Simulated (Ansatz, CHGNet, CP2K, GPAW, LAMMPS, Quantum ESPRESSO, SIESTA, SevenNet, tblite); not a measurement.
**Running aqueous Cs+ and SO4 2-, 1.7 mol of salt per kg of water at 360 K (106 atoms) with tblite**

How near does tblite come to plane waves for aqueous Cs+ and SO4 2-, 1.7 mol of salt per kg of water at 360 K (106 atoms)?

Method: the method is named at each step, in tblite 0.8.0.

## 1. The starting structure

The cell holds 106 atoms: 37 O, 1 S, 66 H and 2 Cs. Cell: a = 10.287 Å, b = 10.287 Å, c = 10.287 Å, α = 90.0°, β = 90.0°, γ = 90.0°. 33 H2O, 2 Cs+, 1 SO4 2- placed at random, at 1.46 g/cm³; overlaps pushed apart, then 10 ps at 420 K with Joung-Cheatham ions (J. Phys. Chem. B 112, 9020 (2008)); MMFF94 bonds, angles, torsions, charges and radii (Halgren, J. Comput. Chem. 17, 490 (1996)) in harmonic and 12-6 forms; SPC/E water (Berendsen, Grigera and Straatsma, J. Phys. Chem. 91, 6269 (1987)). Snapshot after 20 ps at 360 K and fixed volume.

The yardstick, on the same geometry:

| Item | Value |
| --- | --- |
| method | Kohn-Sham DFT, PBE, SSSP efficiency 1.3.0 pseudopotentials, plane waves (Quantum ESPRESSO 7.5); sssp-pbe-1.3.0-efficiency, cutoffs 60/480 Ry, Γ point |
| r.m.s. force component | 0.6778 eV/Å |
| longest force | 3.947 eV/Å |
| pressure | 0.31 GPa |
| gap (highest filled to lowest empty level) | 4.14 eV |
| time | 2.8 min on 2 MPI ranks of Arm Neoverse V2, shared host |
| CPU time | 5.6 min |

## 2. GFN1-xTB

Method: GFN1-xTB tight binding, diagonalisation.

Input file run.py:

```python
import numpy as np
from ase.io import read
from tblite.ase import TBLite

atoms = read("structure.xyz")
atoms.calc = TBLite(method="GFN1-xTB", electronic_temperature=580, accuracy=1.0, max_iterations=250, mixer_damping=0.4, verbosity=1)
energy = atoms.get_potential_energy()
forces = atoms.get_forces()
print(f"energy {energy:.6f} eV")
print("forces (eV/A)")
for i, (a, f) in enumerate(zip(atoms, forces)):
    print(f"{i:4d} {a.symbol:2s} {f[0]:10.5f} {f[1]:10.5f} {f[2]:10.5f}")
stress = -atoms.get_stress(voigt=False) * 160.21766
print("stress (GPa, compression positive)")
for row in stress:
    print(" ".join(f"{x:10.4f}" for x in row))
print("charges (e)")
print(np.array2string(atoms.get_charges(), precision=4, suppress_small=True, max_line_width=110, threshold=100000))
```

Input file structure.xyz:

```xyz
106
Lattice="10.28660 0.00000 0.00000 0.00000 10.28660 0.00000 0.00000 0.00000 10.28660" Properties=species:S:1:pos:R:3 pbc="T T T"
O 3.43254 8.34439 10.18764
S 2.11647 7.86935 0.23268
O 1.15519 8.89462 0.40797
O 1.72753 7.01947 9.42829
O 2.21831 7.04478 1.40371
O 5.87529 3.03115 5.17838
H 6.37718 3.07682 6.04214
H 5.34142 2.18611 5.14741
O 3.70379 0.10050 1.69821
H 3.60782 9.63392 1.04738
H 4.03811 10.03242 2.57144
O 5.29873 10.27261 4.16021
H 6.15015 0.09001 3.64619
H 5.50426 9.94714 5.08323
O 4.93613 5.34379 8.06984
H 4.12596 5.82201 7.73079
H 5.18784 5.70865 8.96621
O 2.38083 9.19437 5.23722
H 2.86739 8.60577 4.59163
H 2.57360 10.15246 5.02531
O 9.66704 3.67715 5.37228
H 9.17575 4.49298 5.67728
H 9.48023 3.51853 4.40277
O 3.34808 1.64442 5.24534
H 4.06753 1.15035 4.75714
H 3.22598 2.54768 4.83388
O 8.71738 1.10972 5.78590
H 9.07556 1.99807 5.49829
H 8.50311 0.55959 4.97871
O 8.29265 10.10946 3.33080
H 7.79745 0.30644 2.60909
H 9.21268 9.88378 3.01027
O 5.70701 0.42329 6.65399
H 5.32332 0.33339 7.57310
H 6.70275 0.49252 6.71386
O 2.88416 4.33704 4.51643
H 3.79956 4.73657 4.56550
H 2.28126 4.94734 4.00262
O 3.63240 7.42631 3.50660
H 4.31502 6.71520 3.67551
H 3.03146 7.14085 2.76010
O 5.52812 7.09673 0.10348
H 4.75529 7.71536 0.24482
H 5.45529 6.32317 0.73313
O 0.93227 5.73046 3.22547
H 0.15944 5.14505 2.98065
H 1.22493 6.24942 2.42229
O 7.85361 0.11336 0.17539
H 8.02056 9.42787 0.34018
H 8.64496 0.51382 10.00022
O 8.87857 4.55079 2.71700
H 8.13711 4.83717 3.32391
H 8.53850 4.49638 1.77814
O 7.49996 7.13005 3.95551
H 7.25987 8.06634 3.69906
H 8.36105 7.13417 4.46397
[... 46 atom lines left out ...]
H 3.99490 2.15556 9.43096
H 4.66826 3.46144 8.71830
Cs 0.16047 8.48912 7.84806
Cs 1.63351 3.04998 6.97987
```

The run is started by

```bash
OMP_NUM_THREADS=1 python run.py > output.txt
```

What it wrote:

```text
------------------------------------------------------------
  cycle        total energy    energy error   density error
------------------------------------------------------------
      1     -211.1245985805  -2.1197744E+02   6.5487397E-01
      2     -192.5834795807   1.8541119E+01   4.0617784E-01
      3     -190.2924078297   2.2910718E+00   3.5223760E-01
      4     -202.0221813258  -1.1729773E+01   2.0096782E-01
      5     -206.9008323597  -4.8786510E+00   1.2167539E-01
      6     -213.9028227657  -7.0019904E+00   3.0986351E-02
      7     -213.4520510675   4.5077170E-01   4.2815875E-02
      8     -214.2265837081  -7.7453264E-01   4.8871602E-03
      9     -214.1353002395   9.1283469E-02   1.3912070E-02
     10     -214.2337472390  -9.8446999E-02   8.3081800E-04
     11     -214.2331516112   5.9562773E-04   1.2314966E-03
     12     -214.2338916861  -7.4007488E-04   1.8740689E-04
     13     -214.2339081454  -1.6459332E-05   8.0498438E-06
     14     -214.2339077161   4.2932984E-07   2.9648851E-05
     15     -214.2339081466  -4.3053740E-07   1.5883059E-06
------------------------------------------------------------
 total:                                   2.780 sec
energy -5829.601574 eV
forces (eV/A)
   0 O     1.80839    2.54223   -0.29948
   1 S     1.13456   -1.76512   -1.41867
   2 O    -2.14480    2.80613    0.57011
   3 O    -1.45508   -1.53644   -1.90808
   4 O    -0.26832   -1.15884    2.55849
   5 O     0.51643   -1.15290    1.46316
   6 H    -1.05354   -0.43958   -1.38418
   7 H     0.82151    1.03379    0.44255
   8 O     0.35987   -1.10654    0.53367
   9 H     0.04998    0.61940    0.86023
  10 H    -0.46104    0.18508   -1.07896
  11 O     1.23511   -0.36481   -0.64912
  12 H    -1.23752   -0.13661    1.08088
  13 H    -0.14131    0.47528   -0.96441
  14 O     0.24536    0.57537    0.70146
  15 H     0.90053   -0.29832    0.42905
  16 H    -0.58250   -0.21041   -1.22167
  17 O     0.40660    0.42905   -0.52826
  18 H    -0.40431    0.80687    0.52815
  19 H    -0.10874   -1.31211    0.18529
  20 O    -0.75567    0.59152   -1.03745
  21 H     0.55023   -1.02517   -0.51613
  22 H     0.26168    0.63674    1.38373
  23 O     0.48865    0.12964   -0.88767
[...]
98 O     0.66434    0.53560    0.53578
  99 H    -0.08007    1.18342   -0.90830
 100 H    -0.74891   -1.30341    0.19328
 101 O     0.89085   -0.68152    0.78323
 102 H     0.07565    1.24919   -0.97258
 103 H    -1.16074   -0.69790    0.28230
 104 Cs   -0.18403    0.02642   -0.06369
 105 Cs    0.25623   -0.02358   -0.14805
stress (GPa, compression positive)
   -3.6569    -0.2814    -0.1389
   -0.2814    -4.5627     0.5670
   -0.1389     0.5670    -3.5255
charges (e)
[-0.5109  0.6655 -0.493  -0.5201 -0.5238 -0.6863  0.3389  0.3665 -0.709   0.3729  0.3622 -0.7062  0.3401
  0.3771 -0.7245  0.3724  0.3371 -0.7149  0.3603  0.356  -0.6827  0.3581  0.3501 -0.7101  0.3483  0.3656
 -0.7212  0.3514  0.3504 -0.7128  0.3361  0.3676 -0.7172  0.3783  0.3355 -0.7111  0.3478  0.3656 -0.7337
  0.3477  0.3651 -0.7446  0.3734  0.3437 -0.7302  0.3628  0.3594 -0.7035  0.3652  0.3732 -0.6908  0.3547
  0.3609 -0.7007  0.3484  0.3603 -0.7059  0.3701  0.3334 -0.6775  0.3513  0.36   -0.7027  0.3547  0.3546
 -0.7011  0.3437  0.3464 -0.7086  0.3558  0.3743 -0.713   0.3622  0.3567 -0.7132  0.3556  0.3717 -0.7316
  0.3486  0.3464 -0.7532  0.348   0.36   -0.7273  0.3679  0.3565 -0.738   0.3461  0.3526 -0.7215  0.3398
  0.3693 -0.7429  0.3522  0.3665 -0.6941  0.3441  0.373  -0.7025  0.3653  0.3523 -0.6832  0.3331  0.3502
  0.6982  0.6841]
```

Run time: 3.3 s. Hardware: 1 thread of Arm Neoverse V2, shared host; peak memory 0.16 GiB.

Banners, paths, timers and routine set-up lines are dropped from the logs unmarked, and long logs keep their key lines alone; longer cuts are marked.

Against the reference:

* r.m.s. force component: 0.8092 eV/Å
* r.m.s. difference of force components: 341 meV/Å
* longest difference of force vectors: 1741 meV/Å
* force difference over r.m.s. force: 50.31 %
* slope of forces against the reference's: 1.086
* correlation of force components: 0.9097
* pressure: -3.915 GPa
* pressure difference: -4.225 GPa

Length of the force difference by element (eV/Å):

| element | atoms | mean | most |
| --- | --- | --- | --- |
| Cs | 2 | 1.0 | 1.7 |
| H | 66 | 0.47 | 0.91 |
| O | 37 | 0.64 | 1.0 |
| S | 1 | 1.1 | 1.1 |

A closer look about H19, picked at random: 9 atoms, nearest first, numbered in the order of the input, with positions taken from that point.

| atom | x | y | z | distance (Å) | bonds | Mulliken charge (e) | Fx | Fy | Fz (eV/Å) |
| --- | --- | --- | --- | --- | --- | --- | --- | --- | --- |
| H19 | 0.00 | 0.00 | 0.00 | 0.00 | 1 | 0.36 | -0.40 | 0.81 | 0.53 |
| O18 | -0.49 | 0.59 | 0.65 | 1.00 | 3 | -0.71 | 0.41 | 0.43 | -0.53 |
| H20 | -0.29 | 1.55 | 0.43 | 1.63 | 1 | 0.36 | -0.11 | -1.31 | 0.19 |
| O39 | 0.77 | -1.18 | -1.09 | 1.78 | 2 | -0.73 | 0.60 | -0.96 | -0.10 |
| H76 | -0.27 | -1.07 | 1.95 | 2.24 | 1 | 0.36 | 0.17 | -0.96 | 0.89 |
| H41 | 0.16 | -1.46 | -1.83 | 2.35 | 1 | 0.37 | 0.96 | 0.32 | 1.00 |
| H40 | 1.45 | -1.89 | -0.92 | 2.55 | 1 | 0.35 | -1.00 | 0.81 | -0.35 |
| H64 | -2.65 | 0.04 | 0.11 | 2.66 | 1 | 0.35 | -0.11 | -1.38 | 0.25 |
| H11 | 1.17 | 1.43 | -2.02 | 2.74 | 1 | 0.36 | -0.46 | 0.19 | -1.08 |

Atoms are counted from 1 here, from 0 in the log.

Forces lie 50 % from the reference's, at 0.0097 times its CPU time (on 1 against 2 cores).

Left out of this page: tblite IPEA1-xTB (killed or ended with an error).

## 3. Outcome

| Quantity | Value |
| --- | --- |
| force difference from the reference | tblite GFN1-xTB, 50 % |
| its CPU time | 3.3 s |

What this shows: Tight binding differs by 50 % (tblite GFN1-xTB); it is another model, with fitted parameters of its own, and the xTB methods hold dispersion. One electronic-structure run takes under half the reference's CPU time: tblite GFN1-xTB, at 50 % in 3.3 s against 5.6 min; its pressure misses by -4.2 GPa. Periodic xTB results under one method name differ between programs and library versions. The reference's pressure holds the uncorrected Pulay stress of its 60 Ry basis, so small pressure differences, and their order, may be the reference's own error. The network of contacts between molecules at the start is that of the classical potential that made the cell, and needn't be the one that DFT or experiment would give. The concentration wasn't checked against solubility and may exceed it. The reference's PBE has no dispersion term, which matters for the binding between molecules or layers. The density was typed from a rule of thumb and may lie off the real one at this temperature. The electronic-structure runs sample only Γ, in a cell whose shortest periodic width is 10 Å. Spin–orbit coupling is left out, which matters for the levels of the heavy elements.

[Also dropped from logs without a mark: logging warnings of Python, and SIESTA's first energy breakdown and zero terms.]

[Logs are printed without paths, hosts, clocks, repeated set-up lines and the standing remarks that a program may print on its own settings, such as how far it seeks lower states.]

[Hosts, paths, dates, database ids (printed as entryN), source tags and the programs' standing remarks are cut or masked in the printed files.]

[The MMFF94 radii named for the starting cell were scaled by 0.96; in molecules described by MMFF94, hydrogen bound to N, O or S took a small fixed 12-6 site in their place.]
